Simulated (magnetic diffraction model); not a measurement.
# Magnetic neutron pattern of Yb2Sb2S7Cl2

Space group C2/m (no. 12), a = 18.3680 Å, b = 4.6160 Å, c = 8.3070 Å, β = 113.95°.

```
site  atom       x    y       z
  4i    Yb  0.3074    0  0.8362
  4i    Sb  0.4628  1/2  0.1987
  4i    Cl  0.1746  1/2  0.5587
  4i     S  0.3234  1/2  0.0633
  4i     S  0.4183  1/2  0.8456
  2c     S       0    0     1/2
  4i     S  0.4529    0  0.1646
```

This is a made-up structure (elements placed in a structure type, unrelaxed), so the numbers test the method and describe no known phase.

Only Yb is taken to order (form factors of Yb3+); orders and moment sizes are assumed, and not adapted to the symmetry. Radiation: neutrons of λ = 1.8 Å, 8° to 40°; isotropic B of 0.12 Å² (Yb), 0.12 Å² (Sb), 0.24 Å² (Cl) and 0.21 Å² (S). Simulated constant-wavelength pattern: nuclear and magnetic terms add, the magnetic one as |2.695 fm × Σ f S⊥ exp(2πi Q·r) exp(−B s²)|², summed over all Q at one angle with the factor 1/(sin²θ cos θ). For collinear order S is the moment m, which repeats by lattice and centring translations R with the sign exp(−2πi k·R). Free-ion form factors, Sears's scattering lengths of 1992, no absorption; a label names one of the reflections at its angle. The strongest nuclear line in the range is 100, and lines under 0.2 are left out.

Assume the order k = (1 0 0), collinear moments along [101], 0.78 μB on Yb; signs + at (0.3074, 0, 0.8362), + at (0.1926, 1/2, 0.1638).

Q: Where does magnetic intensity appear, and how strong is it?

| 2θ (°) | index | nuclear | magnetic |
| --- | --- | --- | --- |
| 12.31 | (2 0 0) | 23.9 | 0.0 |
| 13.62 | (0 0 1) | 5.9 | 0.0 |
| 14.18 | (2 0 -1) | 3.0 | 0.0 |
| 17.09 | (1 0 1) | 0.0 | 0.4 |
| 22.90 | (4 0 -1) | 11.8 | 0.0 |
| 23.33 | (1 1 0) | 0.3 | 0.0 |
| 24.77 | (4 0 0) | 0.8 | 0.0 |
| 25.06 | (2 0 -2) | 3.7 | 0.0 |
| 25.52 | (1 0 -2) | 0.0 | 0.3 |
| 25.71 | (2 1 0) | 0.0 | 0.4 |
| 25.79 | (1 1 -1) | 4.3 | 0.0 |
| 26.14 | (3 0 -2) | 0.0 | 0.5 |
| 26.38 | (0 1 1) | 0.0 | 0.7 |
| 26.68 | (2 1 -1) | 0.0 | 0.9 |
| 27.43 | (0 0 2) | 0.6 | 0.0 |
| 28.38 | (1 1 1) | 25.2 | 0.0 |
| 28.58 | (4 0 -2) | 56.7 | 0.0 |
| 28.95 | (3 1 -1) | 0.3 | 0.0 |
| 29.28 | (3 1 0) | 100.0 | 0.0 |
| 33.01 | (4 0 1) | 14.6 | 0.0 |
| 33.70 | (4 1 0) | 0.0 | 0.3 |
| 34.22 | (6 0 -1) | 2.5 | 0.0 |
| 34.27 | (1 1 -2) | 59.7 | 0.0 |
| 34.59 | (2 0 2) | 18.5 | 0.0 |
| 34.74 | (3 1 -2) | 9.1 | 0.0 |
| 35.59 | (3 1 1) | 22.0 | 0.0 |
| 35.75 | (0 1 2) | 0.0 | 0.4 |
| 36.44 | (6 0 -2) | 10.2 | 0.0 |
| 37.53 | (6 0 0) | 21.0 | 0.0 |
| 38.19 | (2 0 -3) | 1.5 | 0.0 |
| 38.27 | (1 1 2) | 24.6 | 0.0 |
| 38.72 | (5 1 0) | 31.4 | 0.0 |
| 38.84 | (4 0 -3) | 4.6 | 0.0 |
| 39.55 | (5 1 -2) | 18.2 | 0.0 |

The strongest magnetic line in the range is (2 1 -1) at 26.68° (0.9). On top of the Lorentz factor, which all lines share, magnetic lines fade with angle because f falls: for Yb3+ it is 0.97, 0.88, 0.76 and 0.51 at sin θ/λ = 0.1, 0.2, 0.3 and 0.5 Å⁻¹, while nuclear lengths stay constant. The order has no net moment.

[Logs are printed without paths, hosts, clocks, repeated set-up lines and the standing remarks that a program may print on its own settings, such as how far it seeks lower states.]
